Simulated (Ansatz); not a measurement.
# Ca on Ru(0001): change of the work function, part 2 of 4

How does Ca on the hcp site change the work function of Ru(0001) as the layer fills?

Ansatz 0.2.0; plane-wave DFT, PBE, Ansatz PAW (the session's first sound run).

So far, work function, upper face (eV): step 2 (the clean slab) 5.03.

## (3) Adsorbate added, k-mesh 5×5×1, coverage 0.111 ML

System of this step: Ca/Ru(0001). The cell holds 37 atoms: 36 Ru and 1 Ca. Cell: a = 8.100 Å, b = 8.100 Å, c = 27.377 Å, α = 90.0°, β = 90.0°, γ = 60.0°. Vacuum lies along c.

The clean slab as it ended is repeated in the plane and the adsorbate is set on one face; the cell's size fixes the coverage, and the k-mesh shrinks with it to keep the sampling density about even. Adsorbate and upper layers relax, since the dipole depends on the height.

input.yaml reads:

```yaml
crystal:
  lattice:
    - [8.1, 0.0, 0.0]
    - [4.05, 7.0148057706, 0.0]
    - [0.0, 0.0, 27.3773924554]
  atoms:
    - { symbol: Ru, position: [0.2222222222, 0.2222222222, 0.328738393] }
    - { symbol: Ru, position: [0.0, 0.0, 0.4068466352] }
    - { symbol: Ru, position: [0.2222222222, 0.2222222222, 0.4857156528] }
    - { symbol: Ru, position: [0.0, 0.0, 0.561675075] }
    - { symbol: Ru, position: [0.2222222222, 0.5555555556, 0.328738393] }
    - { symbol: Ru, position: [0.0, 0.3333333333, 0.4068466352] }
    - { symbol: Ru, position: [0.2222222222, 0.5555555556, 0.4857156528] }
    - { symbol: Ru, position: [0.0, 0.3333333333, 0.561675075] }
    - { symbol: Ru, position: [0.2222222222, 0.8888888889, 0.328738393] }
    - { symbol: Ru, position: [0.0, 0.6666666667, 0.4068466352] }
    - { symbol: Ru, position: [0.2222222222, 0.8888888889, 0.4857156528] }
    - { symbol: Ru, position: [0.0, 0.6666666667, 0.561675075] }
    - { symbol: Ru, position: [0.5555555556, 0.2222222222, 0.328738393] }
    - { symbol: Ru, position: [0.3333333333, 0.0, 0.4068466352] }
    - { symbol: Ru, position: [0.5555555556, 0.2222222222, 0.4857156528] }
    - { symbol: Ru, position: [0.3333333333, 0.0, 0.561675075] }
    - { symbol: Ru, position: [0.5555555556, 0.5555555556, 0.328738393] }
    - { symbol: Ru, position: [0.3333333333, 0.3333333333, 0.4068466352] }
    - { symbol: Ru, position: [0.5555555556, 0.5555555556, 0.4857156528] }
    - { symbol: Ru, position: [0.3333333333, 0.3333333333, 0.561675075] }
    - { symbol: Ru, position: [0.5555555556, 0.8888888889, 0.328738393] }
    - { symbol: Ru, position: [0.3333333333, 0.6666666667, 0.4068466352] }
    - { symbol: Ru, position: [0.5555555556, 0.8888888889, 0.4857156528] }
    - { symbol: Ru, position: [0.3333333333, 0.6666666667, 0.561675075] }
    - { symbol: Ru, position: [0.8888888889, 0.2222222222, 0.328738393] }
    - { symbol: Ru, position: [0.6666666667, 0.0, 0.4068466352] }
    - { symbol: Ru, position: [0.8888888889, 0.2222222222, 0.4857156528] }
    - { symbol: Ru, position: [0.6666666667, 0.0, 0.561675075] }
    - { symbol: Ru, position: [0.8888888889, 0.5555555556, 0.328738393] }
    - { symbol: Ru, position: [0.6666666667, 0.3333333333, 0.4068466352] }
    - { symbol: Ru, position: [0.8888888889, 0.5555555556, 0.4857156528] }
    - { symbol: Ru, position: [0.6666666667, 0.3333333333, 0.561675075] }
    - { symbol: Ru, position: [0.8888888889, 0.8888888889, 0.328738393] }
    - { symbol: Ru, position: [0.6666666667, 0.6666666667, 0.4068466352] }
    - { symbol: Ru, position: [0.8888888889, 0.8888888889, 0.4857156528] }
    - { symbol: Ru, position: [0.6666666667, 0.6666666667, 0.561675075] }
    - { symbol: Ca, position: [0.2222222222, 0.2222222222, 0.671261607] }
kpoints:
  mp_grid: { grid: [5, 5, 1] }
hamiltonian:
  xc: pbe
scf:
  occupations: { method: fermi_dirac, width: 0.1 }
  convergence: { dr2_threshold: 1.0e-08 }
efield:
  axis: 3
  dipole_correction: true
  ramp_position: 0.97
  ramp_width: 0.06
relax:
  f_tol: 0.02
  max_steps: 60
  constraints:
    - { sites: [0, 1, 4, 5, 8, 9, 12, 13, 16, 17, 20, 21, 24, 25, 28, 29, 32, 33] }
output:
  bader: true
  write_potential: true
  write_density: true
  volumetric_format: npy
```

The run is started by

```
$ ansatz run input.yaml --threads 4 --pin off --max-ram 12288MiB --backend cpu --events-out ev --progress --plain --runs-dir out
```

Numbers of over 12 decimals in the logs are rounded to 6 here.

Log:

```text
[...]
Crystal: 37 atoms, lattice volume = 1555.581 Å³
Basis set: ecut = 420 eV, 30481 PW (Γ), exchange–correlation on 120×120×384 points (8 copies of the dense FFT grid, shifted against one another)
Bands: 352, of which v1, the nominal top of the filled ones, is band 293 counted from 1 (292 counted from 0)
Symmetry: 6 space group operations
[...]
k-points: 5 of 25 (time reversal used)
[...]
SCF iter   1: F=—  HF=-213432.716428 eV  |F-HF|=—  |Δ(HF+E_count)|=         —  Δρ=1.22e-2  dr2=4.63e1  ethr=1.77e-3  p=0.918 e·Å  D=1.07e-1 V/Å  ΔV_dip=-2.92 eV  dr2_dipole=2.10e1  V_vac-E_F(+/−)=1.95/4.87 eV  ⟨swp⟩=7.8  Hψ=7405  notcnv=0
[...]
SCF iter  12: F=-213432.123653 eV  HF=-213432.123653 eV  |F-HF|=2.33e-8  |Δ(HF+E_count)|=   2.10e-8  Δρ=3.61e-7  dr2=4.72e-9  ethr=1.71e-12  p=0.832 e·Å  D=9.68e-2 V/Å  ΔV_dip=-2.65 eV  dr2_dipole=6.59e-10  V_vac-E_F(+/−)=2.41/5.06 eV  ⟨swp⟩=10.8  Hψ=12836  notcnv=0
SCF 1 converged in 12 iterations: F = -213432.123653 eV  dr2 = 4.72e-9
[...]
relax step   1: F+E_penalty+E_count = -213432.12365296 eV  Δ(F+E_penalty+E_count) = +0.000e0 eV  max|allowed force component| = 1.803e0 eV/Å  Δτ_max = 0.0000 Å  (12 SCF iters, accepted)
[...]
SCF iter   1: F=—  HF=-213432.523112 eV  |F-HF|=—  |Δ(HF+E_count)|=         —  Δρ=2.81e-3  dr2=8.55e-1  ethr=7.76e-5  p=0.832 e·Å  D=9.68e-2 V/Å  ΔV_dip=-2.65 eV  dr2_dipole=1.76e-1  V_vac-E_F(+/−)=2.42/5.07 eV  ⟨swp⟩=2.0  Hψ=6414  notcnv=0
[...]
eigensolver tolerance schedule calibrated: the retry pair's looser diagonalisation under-reported the residual by θ = 0.47 (0.29/decade); ethr = c·dr2/N_el runs at the constant in force after the calibration composes with the one it found (an armed cap, an earlier calibration), c = 1.2e-2
[...]
SCF iter   2: F=—  HF=-213432.492837 eV  |F-HF|=—  |Δ(HF+E_count)|=   3.03e-2  Δρ=1.14e-3  dr2=3.44e-2  ethr=1.71e-5  p=0.880 e·Å  D=1.02e-1 V/Å  ΔV_dip=-2.80 eV  dr2_dipole=2.94e-3  V_vac-E_F(+/−)=2.26/5.06 eV  ⟨swp⟩=3.2  Hψ=3803  notcnv=0
[...]
SCF iter  10: F=-213432.493155 eV  HF=-213432.493155 eV  |F-HF|=1.07e-8  |Δ(HF+E_count)|=   2.71e-8  Δρ=2.89e-7  dr2=3.25e-9  ethr=1.00e-12  p=0.874 e·Å  D=1.02e-1 V/Å  ΔV_dip=-2.78 eV  dr2_dipole=2.92e-11  V_vac-E_F(+/−)=2.28/5.06 eV  ⟨swp⟩=10.0  Hψ=11857  notcnv=0
SCF 2 converged in 10 iterations: F = -213432.493155 eV  dr2 = 3.25e-9
relax step   2: F+E_penalty+E_count = -213432.49315490 eV  Δ(F+E_penalty+E_count) = -3.695e-1 eV  max|allowed force component| = 1.609e0 eV/Å  Δτ_max = 0.1949 Å  (10 SCF iters, accepted)
SCF iter   1: F=—  HF=-213432.813576 eV  |F-HF|=—  |Δ(HF+E_count)|=         —  Δρ=3.73e-3  dr2=1.43e0  ethr=1.41e-3  p=0.874 e·Å  D=1.02e-1 V/Å  ΔV_dip=-2.78 eV  dr2_dipole=3.47e-1  V_vac-E_F(+/−)=2.29/5.07 eV  ⟨swp⟩=6.8  Hψ=4820  notcnv=0  defer=1
[...]
SCF iter  10: F=-213432.768765 eV  HF=-213432.768765 eV  |F-HF|=1.18e-8  |Δ(HF+E_count)|=   7.67e-8  Δρ=3.25e-7  dr2=2.37e-9  ethr=1.71e-12  p=0.866 e·Å  D=1.01e-1 V/Å  ΔV_dip=-2.76 eV  dr2_dipole=3.40e-11  V_vac-E_F(+/−)=2.30/5.06 eV  ⟨swp⟩=10.0  Hψ=12027  notcnv=0
SCF 3 converged in 10 iterations: F = -213432.768765 eV  dr2 = 2.37e-9
relax step   3: F+E_penalty+E_count = -213432.76876544 eV  Δ(F+E_penalty+E_count) = -2.756e-1 eV  max|allowed force component| = 9.912e-1 eV/Å  Δτ_max = 0.1957 Å  (10 SCF iters, accepted)
[...]
relax step   4: F+E_penalty+E_count = -213432.88751143 eV  Δ(F+E_penalty+E_count) = -1.187e-1 eV  max|allowed force component| = 9.916e-2 eV/Å  Δτ_max = 0.1950 Å  (10 SCF iters, accepted)
[...]
relax step   5: F+E_penalty+E_count = -213432.89277516 eV  Δ(F+E_penalty+E_count) = -5.264e-3 eV  max|allowed force component| = 3.026e-2 eV/Å  Δτ_max = 0.0333 Å  (8 SCF iters, accepted)
SCF iter   1: F=—  HF=-213432.889406 eV  |F-HF|=—  |Δ(HF+E_count)|=         —  Δρ=1.66e-4  dr2=2.93e-3  ethr=4.12e-7  p=0.806 e·Å  D=9.37e-2 V/Å  ΔV_dip=-2.57 eV  dr2_dipole=8.09e-4  V_vac-E_F(+/−)=2.50/5.07 eV  ⟨swp⟩=2.8  Hψ=2931  notcnv=0  defer=2
[...]
SCF iter   7: F=-213432.892976 eV  HF=-213432.892976 eV  |F-HF|=2.01e-8  |Δ(HF+E_count)|=   4.53e-8  Δρ=2.86e-7  dr2=1.73e-9  ethr=1.71e-12  p=0.804 e·Å  D=9.36e-2 V/Å  ΔV_dip=-2.56 eV  dr2_dipole=1.58e-10  V_vac-E_F(+/−)=2.51/5.07 eV  ⟨swp⟩=9.6  Hψ=11768  notcnv=0
SCF 6 converged in 7 iterations: F = -213432.892976 eV  dr2 = 1.73e-9
relax step   6: F+E_penalty+E_count = -213432.89297593 eV  Δ(F+E_penalty+E_count) = -2.008e-4 eV  max|allowed force component| = 2.814e-3 eV/Å  Δτ_max = 0.0027 Å  (7 SCF iters, accepted)
NSCF: frozen V_eff on 5 k-points
[...]
WARN: The output density's exchange-correlation potential varies sharply where the density is thin. Do not read a vacuum level from v_tot or v_xc, or from such a field of the output density. On a cell that repeats whose density bears no net charge and no dipole along the vacuum's axis use v_es (v_loc + v_h of the components); under efield.dipole_correction with no amplitude use v_es + v_field, which holds any externa [...]
SCF converged after 7 iterations
Free energy (F): -213432.892976 eV
[...]
Internal energy: -213431.445083 eV  (E = F + TS)
E sigma→0 (E₀):  -213432.169029 eV
Entropy (-TS):   -1.447893 eV (-39.132 meV/atom)
Fermi energy:    5.059183 eV
Dipole field:    D = 0.093559 V/Å  (p = 0.804295 e·Å, saw-weighted, corrected)
Work function:   Φ+ = 2.5075 eV   Φ− = 5.0688 eV
[...]
--- Forces (eV/Å), atoms counted from 1 ---
  atom   1  Ru     0.00000000     0.00000000     0.48699928
  atom   2  Ru    -0.01393877    -0.00804755    -0.47619000
  atom   3  Ru     0.00000000     0.00000000    -0.00213865
  atom   4  Ru    -0.00035064    -0.00020244    -0.00026987
  atom   5  Ru    -0.03820402     0.00668076     0.46404051
  atom   6  Ru    -0.00457377     0.00264067    -0.43894672
  atom   7  Ru    -0.00120291     0.00023130     0.00066557
  atom   8  Ru     0.00029361    -0.00016952    -0.00174477
  atom   9  Ru    -0.02488772     0.02974528     0.46404051
  atom  10  Ru    -0.00000000     0.01609510    -0.47619000
  atom  11  Ru    -0.00080177     0.00092610     0.00066557
  atom  12  Ru     0.00000000     0.00040488    -0.00026987
  atom  13  Ru    -0.01331631    -0.03642603     0.46404051
  atom  14  Ru    -0.00000000    -0.00528134    -0.43894672
  atom  15  Ru    -0.00040114    -0.00115740     0.00066557
  atom  16  Ru    -0.00000000     0.00033903    -0.00174477
  atom  17  Ru     0.00000000     0.00000000     0.45073168
  atom  18  Ru     0.00457377     0.00264067    -0.43894672
  atom  19  Ru     0.00000000     0.00000000    -0.00009928
  atom  20  Ru    -0.00029361    -0.00016952    -0.00174477
  atom  21  Ru     0.02488772     0.02974528     0.46404051
  atom  22  Ru     0.02232353    -0.01288849    -0.47658318
  atom  23  Ru     0.00080177     0.00092610     0.00066557
  atom  24  Ru     0.00054142    -0.00031259     0.00184942
  atom  25  Ru     0.01331631    -0.03642603     0.46404051
  atom  26  Ru     0.01393877    -0.00804755    -0.47619000
  atom  27  Ru     0.00040114    -0.00115740     0.00066557
  atom  28  Ru     0.00035064    -0.00020244    -0.00026987
  atom  29  Ru     0.03820402     0.00668076     0.46404051
  atom  30  Ru    -0.00000000     0.02577699    -0.47658318
  atom  31  Ru     0.00120291     0.00023130     0.00066557
  atom  32  Ru    -0.00000000     0.00062518     0.00184942
  atom  33  Ru     0.00000000     0.00000000     0.44796687
  atom  34  Ru    -0.02232353    -0.01288849    -0.47658318
  atom  35  Ru     0.00000000     0.00000000     0.00281359
  atom  36  Ru    -0.00054142    -0.00031259     0.00184942
  atom  37  Ca     0.00000000    -0.00000000     0.00115176
  max |Σ_I F_I| component: 6.34e-6 eV/Å
--- Band table (eV; the first three rows and the last of 5) ---
  k-point 0: bands = [... 289 lower, 5.2536, 5.3390, 5.3764, 5.3764, 5.3843, 5.3997, 5.4013, 5.4013, ... 55 higher]
  k-point 1: bands = [... 289 lower, 5.0159, 5.0531, 5.0839, 5.1119, 5.1373, 5.1826, 5.2665, 5.2893, ... 55 higher]
  k-point 2: bands = [... 289 lower, 4.8268, 4.8669, 4.8691, 5.0725, 5.0981, 5.1286, 5.1981, 5.2775, ... 55 higher]
  k-point 4: bands = [... 289 lower, 4.8070, 4.8680, 4.9048, 4.9436, 5.0089, 5.0489, 5.0706, 5.0765, ... 55 higher]
--- Relaxed structure (6 steps of the walk, 6 accepted, 0 SCFs on fresh bases) ---
  F+E_penalty+E_count = -213432.89297593 eV   max|allowed force component| = 2.814e-3 eV/Å
  atoms:
    - { symbol: Ru, position: [0.222222, 0.222222, 0.328738393] }
    - { symbol: Ru, position: [-1.1111125783211261e-11, -1.111112578321126e-11, 0.4068466352] }
    - { symbol: Ru, position: [0.222222, 0.222222, 0.485710] }
    - { symbol: Ru, position: [0.000535, 0.000535, 0.562360] }
    - { symbol: Ru, position: [0.222222, 0.555556, 0.328738393] }
    - { symbol: Ru, position: [2.2222224060897133e-11, 0.333333, 0.4068466352] }
    - { symbol: Ru, position: [0.221172, 0.556257, 0.485341] }
    - { symbol: Ru, position: [-0.00556702, 0.336117, 0.561889] }
    - { symbol: Ru, position: [0.222222, 0.888889, 0.328738393] }
    - { symbol: Ru, position: [-1.1111056519297335e-11, 0.666667, 0.4068466352] }
    - { symbol: Ru, position: [0.221172, 0.889238, 0.485341] }
    - { symbol: Ru, position: [0.000535, 0.665597, 0.562360] }
    - { symbol: Ru, position: [0.555556, 0.222222, 0.328738393] }
    - { symbol: Ru, position: [0.333333, 2.2222210308134437e-11, 0.4068466352] }
    - { symbol: Ru, position: [0.556257, 0.221172, 0.485341] }
    - { symbol: Ru, position: [0.336117, -0.00556702, 0.561889] }
    - { symbol: Ru, position: [0.555556, 0.555556, 0.328738393] }
    - { symbol: Ru, position: [0.333333, 0.333333, 0.4068466352] }
    - { symbol: Ru, position: [0.555556, 0.555556, 0.485642] }
    - { symbol: Ru, position: [0.336117, 0.336117, 0.561889] }
    - { symbol: Ru, position: [0.555556, 0.888889, 0.328738393] }
    - { symbol: Ru, position: [0.333333, 0.666667, 0.4068466352] }
    - { symbol: Ru, position: [0.556257, 0.889238, 0.485341] }
    - { symbol: Ru, position: [0.333278, 0.666694, 0.561911] }
    - { symbol: Ru, position: [0.888889, 0.222222, 0.328738393] }
    - { symbol: Ru, position: [0.666667, -1.111112578321126e-11, 0.4068466352] }
    - { symbol: Ru, position: [0.889238, 0.221172, 0.485341] }
    - { symbol: Ru, position: [0.665597, 0.000535, 0.562360] }
    - { symbol: Ru, position: [0.888889, 0.555556, 0.328738393] }
    - { symbol: Ru, position: [0.666667, 0.333333, 0.4068466352] }
    - { symbol: Ru, position: [0.889238, 0.556257, 0.485341] }
    - { symbol: Ru, position: [0.666694, 0.333278, 0.561911] }
    - { symbol: Ru, position: [0.888889, 0.888889, 0.328738393] }
    - { symbol: Ru, position: [0.666667, 0.666667, 0.4068466352] }
    - { symbol: Ru, position: [0.888889, 0.888889, 0.486060] }
    - { symbol: Ru, position: [0.666694, 0.666694, 0.561911] }
    - { symbol: Ca, position: [0.222222, 0.222222, 0.648582] }
--- Bader charges: 37 sites ---
  site symbol  charge [e]  shift [e]
     0     Ru     -0.0517     0.0000
     1     Ru      0.0512     0.0000
     2     Ru      0.0370     0.0000
     3     Ru     -0.1127     0.0000
     4     Ru     -0.0529     0.0000
     5     Ru      0.0503     0.0000
     6     Ru      0.0486     0.0000
     7     Ru     -0.3342     0.0001
     8     Ru     -0.0529     0.0000
     9     Ru      0.0512     0.0000
    10     Ru      0.0485     0.0000
    11     Ru     -0.1127     0.0000
    12     Ru     -0.0529     0.0000
    13     Ru      0.0502     0.0000
    14     Ru      0.0486     0.0000
    15     Ru     -0.3342     0.0001
    16     Ru     -0.0528     0.0000
    17     Ru      0.0503     0.0000
    18     Ru      0.0561     0.0001
    19     Ru     -0.3342     0.0001
    20     Ru     -0.0529     0.0000
    21     Ru      0.0488     0.0000
    22     Ru      0.0485     0.0000
    23     Ru     -0.0824     0.0000
    24     Ru     -0.0529     0.0000
    25     Ru      0.0512     0.0000
    26     Ru      0.0485     0.0000
    27     Ru     -0.1127     0.0000
    28     Ru     -0.0529     0.0000
    29     Ru      0.0488     0.0000
    30     Ru      0.0486     0.0000
    31     Ru     -0.0825     0.0000
    32     Ru     -0.0522     0.0000
    33     Ru      0.0488     0.0000
    34     Ru      0.0521     0.0000
    35     Ru     -0.0824     0.0000
    36     Ca      1.1745     0.0004
  estimated error of the sums over rays = 5.8e-4 e
```

Run time: 11 min. Hardware: 4 threads of Intel Xeon Platinum 8259CL at 2.50GHz (Skylake/Cascade Lake), shared host; peak memory 9.9 GiB; 43 min of CPU time.

The steps of the relaxation:

```
step  energy less that of the first step (eV)  largest force component (eV/Å)
   1                                   0.0000                          1.8031
   2                                  -0.3695                          1.6087
   3                                  -0.6451                          0.9912
   4                                  -0.7639                          0.0992
   5                                  -0.7691                          0.0303
   6                                  -0.7693                          0.0028
```

Forces are held to the 6 operations that the run works with; a distortion that breaks them can't arise in this run.

The atoms that moved most (Å):

```csv
atom,dx,dy,dz,length
Ca37,0.000,0.000,-0.621,0.621
Ru8,-0.034,0.020,0.006,0.039
Ru16,0.000,-0.039,0.006,0.039
Ru20,0.034,0.020,0.006,0.039
Ru4,0.007,0.004,0.019,0.020
Ru28,-0.007,0.004,0.019,0.020
Ru12,0.000,-0.008,0.019,0.020
Ru23,0.007,0.002,-0.010,0.013
```

The relaxed structure:

```cif
data_structure
_symmetry_space_group_name_H-M 'P 1'
_symmetry_Int_Tables_number 1
_cell_length_a 8.1000
_cell_length_b 8.1000
_cell_length_c 27.3774
_cell_angle_alpha 90.000
_cell_angle_beta 90.000
_cell_angle_gamma 60.000
_cell_volume 1555.58
loop_
_atom_site_label
_atom_site_type_symbol
_atom_site_fract_x
_atom_site_fract_y
_atom_site_fract_z
_atom_site_occupancy
Ru1 Ru 0.22222 0.22222 0.32874 1
Ru2 Ru 0.00000 0.00000 0.40685 1
Ru3 Ru 0.22222 0.22222 0.48571 1
Ru4 Ru 0.00054 0.00054 0.56236 1
Ru5 Ru 0.22222 0.55556 0.32874 1
Ru6 Ru 0.00000 0.33333 0.40685 1
Ru7 Ru 0.22117 0.55626 0.48534 1
Ru8 Ru 0.99443 0.33612 0.56189 1
Ru9 Ru 0.22222 0.88889 0.32874 1
Ru10 Ru 0.00000 0.66667 0.40685 1
Ru11 Ru 0.22117 0.88924 0.48534 1
Ru12 Ru 0.00054 0.66560 0.56236 1
Ru13 Ru 0.55556 0.22222 0.32874 1
Ru14 Ru 0.33333 0.00000 0.40685 1
Ru15 Ru 0.55626 0.22117 0.48534 1
Ru16 Ru 0.33612 0.99443 0.56189 1
Ru17 Ru 0.55556 0.55556 0.32874 1
Ru18 Ru 0.33333 0.33333 0.40685 1
Ru19 Ru 0.55556 0.55556 0.48564 1
Ru20 Ru 0.33612 0.33612 0.56189 1
Ru21 Ru 0.55556 0.88889 0.32874 1
Ru22 Ru 0.33333 0.66667 0.40685 1
Ru23 Ru 0.55626 0.88924 0.48534 1
Ru24 Ru 0.33328 0.66669 0.56191 1
Ru25 Ru 0.88889 0.22222 0.32874 1
Ru26 Ru 0.66667 0.00000 0.40685 1
Ru27 Ru 0.88924 0.22117 0.48534 1
Ru28 Ru 0.66560 0.00054 0.56236 1
Ru29 Ru 0.88889 0.55556 0.32874 1
Ru30 Ru 0.66667 0.33333 0.40685 1
Ru31 Ru 0.88924 0.55626 0.48534 1
Ru32 Ru 0.66669 0.33328 0.56191 1
Ru33 Ru 0.88889 0.88889 0.32874 1
Ru34 Ru 0.66667 0.66667 0.40685 1
Ru35 Ru 0.88889 0.88889 0.48606 1
Ru36 Ru 0.66669 0.66669 0.56191 1
Ca37 Ca 0.22222 0.22222 0.64858 1
```

Numbers from this step:

```
energy at zero smearing        : -213432.1690 eV
work function, upper face      : 2.507 eV
work function, lower face      : 5.069 eV
dipole along the normal        : 0.8043 e·Å
step between the vacuum levels : -2.561 eV
```

Running mean over 2.138 Å of the planar mean; the ramp of the sawtooth is left out. Electron's electrostatic potential energy less the Fermi level against z:

```csv
z (Å),electron's electrostatic potential energy less the Fermi level (eV)
3.5,5.07
4.0,5.07
4.5,5.07
5.0,5.06
5.5,5.04
6.0,4.98
6.5,4.75
7.0,3.95
7.5,0.731
8.0,-6.27
8.5,-12.3
9.0,-14.3
9.5,-14.5
10.0,-14.7
10.5,-14.7
11.0,-14.8
11.5,-14.8
12.0,-14.7
12.5,-14.7
13.0,-14.8
13.5,-15.0
14.0,-15.3
14.5,-15.3
15.0,-14.8
15.5,-14.2
16.0,-11.6
16.5,-5.41
17.0,0.0425
17.5,1.61
18.0,1.67
18.5,1.71
19.0,2.04
19.5,2.33
20.0,2.44
20.5,2.48
21.0,2.50
21.5,2.50
22.0,2.51
22.5,2.51
23.0,2.51
23.5,2.51
24.0,2.51
```

The relaxation took 6 steps and lowered the energy by 0.77 eV; the largest force on the free atoms ends at 0.0028 eV/Å.

The covered face has 2.51 eV, -2.52 eV against the clean one; the bare back face has moved by +0.01 eV, a measure of how thin the slab is.

[end of part 2 of 4]

[Logs are printed without paths, hosts, clocks, repeated set-up lines and the standing remarks that a program may print on its own settings, such as how far it seeks lower states.]

[Hosts, paths, dates, database ids (printed as entryN), source tags and the programs' standing remarks are cut or masked in the printed files.]

[Maps of the electrostatic potential energy from Ansatz leave out the sawtooth potential of an applied field or a dipole correction, so their vacuum need not be flat; planar profiles and work functions include it.]
